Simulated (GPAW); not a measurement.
Consider zinc-blende (ZnS)1-x(ZnSe)x, x = 0.75.

```cif
data_structure
_symmetry_space_group_name_H-M 'P 1'
_symmetry_Int_Tables_number 1
_cell_length_a 7.9245
_cell_length_b 7.9245
_cell_length_c 7.9245
_cell_angle_alpha 60.000
_cell_angle_beta 60.000
_cell_angle_gamma 60.000
_cell_volume 351.89
loop_
_atom_site_label
_atom_site_type_symbol
_atom_site_fract_x
_atom_site_fract_y
_atom_site_fract_z
_atom_site_occupancy
Zn1 Zn 0.00361 0.00493 0.98958 1
Se2 Se 0.12517 0.12543 0.12561 1
Zn3 Zn 0.00144 0.00257 0.50455 1
S4 S 0.12397 0.12433 0.62525 1
Zn5 Zn 0.00082 0.50148 0.99965 1
Se6 Se 0.12584 0.62619 0.12523 1
Zn7 Zn 0.99435 0.49207 0.50592 1
Se8 Se 0.12508 0.62443 0.62428 1
Zn9 Zn 0.50133 0.00026 0.99962 1
Se10 Se 0.62536 0.12432 0.12689 1
Zn11 Zn 0.49154 0.99136 0.50820 1
Se12 Se 0.62367 0.12488 0.62445 1
Zn13 Zn 0.50405 0.50244 0.99029 1
Se14 Se 0.62505 0.62450 0.12630 1
Zn15 Zn 0.50347 0.50325 0.50468 1
S16 S 0.62589 0.62382 0.62581 1
```

Absorber: atom 1, with 1 S at 2.36 Å and 3 Se at 2.45 Å (distorted tetrahedral). Method: GPAW, LDA, excited-electron core hole (neutral cell), 16-atom cell with 7.9 Å between holes, 4×4×4 k points, dipole transitions, Gaussian full width 1.67 eV up to 4 eV, rising linearly to 3.5 eV at 25 eV.

Question: Predict the near-edge structure at the Zn K edge.

Main maxima up to 28 eV above the zero (height): 5.0 eV (2.05), 8.8 eV (1.03), 12.8 eV (1.19) and 18.4 eV (0.85). A K edge sees empty p states on the absorber. The total-energy difference is 9673.14 eV. One term is added: -30.82 eV, since the hole is spin-paired here and a spin-polarised one costs that much less in the free atom (computed apart). The photon energy is then 9642.32 eV. The tabulated edge of the element is 9659 eV. The functional leaves an error in such absolute values: in the free atom LDA prices this hole 19.1 eV below PBE (computed apart), and PBE is itself good to a few eV.

The Zn K spectrum (energy from the bottom of the conduction band, which holds the excited electron; intensity scaled to a mean of 1 over the first 20 eV):

```csv
E (eV),intensity
-2.0,0.00
-1.0,0.00
0.0,0.02
1.0,0.17
2.0,0.60
3.0,1.07
4.0,1.50
5.0,2.05
6.0,1.59
7.0,0.98
8.0,0.96
9.0,1.03
10.0,0.91
11.0,0.94
12.0,1.13
13.0,1.18
14.0,1.09
15.0,0.96
16.0,0.84
17.0,0.81
18.0,0.85
19.0,0.83
20.0,0.76
21.0,0.75
22.0,0.81
23.0,0.84
24.0,0.84
25.0,0.85
26.0,0.89
27.0,0.92
28.0,0.92
```

The script folds with a Gaussian, whereas the core hole's own line is a Lorentzian, so the onset is too steep and the first peak too high.

[Banner, clock and machine lines of the logs are left out without a mark of their own.]

[Logs are printed without paths, hosts, clocks, repeated set-up lines and the standing remarks that a program may print on its own settings, such as how far it seeks lower states.]

[Hosts, paths, dates, database ids (printed as entryN), source tags and the programs' standing remarks are cut or masked in the printed files.]

[Lists of maxima count a maximum above −3 eV only where it reaches 4 % of the highest in the window and stands out from its surroundings by 2 % of it (1.5 % where it reaches 55 %); shoulders and weaker maxima are passed over, and of the rest the first, up to two pre-edge ones and the few strongest are named.]
